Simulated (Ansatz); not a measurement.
# A thicker film of SrCl2 (110) from two thinner ones

In a field along its normal an insulating film takes a dipole p. Written as a length, p/(ε₀AE), it should grow by 1 − 1/ε for each ångström added.

How it was computed: Ansatz 0.2.0, plane waves with PAW datasets (its set soft_2), PBE; fluorite films relaxed at a bulk in-plane lattice constant near the measured one, then held in weak fields of both signs with a dipole correction (A is the cell's area, E the outer field).

```
    run  distance between the outer atoms (Å)  p/(ε₀AE) (Å)
4 units                                 7.721         6.849
6 units                                12.715        10.137
9 units                                20.240             ?
```

Q: Estimate the withheld value from the rows shown.

Two rows fix a line: slope = (10.137 − 6.849) / (12.715 − 7.721) = 0.6584, intercept 1.7655. That slope means ε = 1/(1 − 0.6584) = 2.93. At 20.240 it gives 0.6584 × 20.240 + 1.7655 = 15.092 Å, beyond the rows fitted. Rounding of the rows alone allows about ±0.003 Å there; two rows can't show whether the line holds.

The run itself gives 15.066 Å: a miss of −0.026 Å, or 0.2 % of the value. The length is met to within 1 %, though ε is more sensitive than the length: the two thickest films give ε = 2.90.

**Limits.** This is the electronic response alone. A unit is one step of the cut along the normal (a plane, a pair of planes or a cell), and the layers relax along it, away from their bulk spacing where the functional's lattice constant differs from the one held.

[Logs are printed without paths, hosts, clocks, repeated set-up lines and the standing remarks that a program may print on its own settings, such as how far it seeks lower states.]
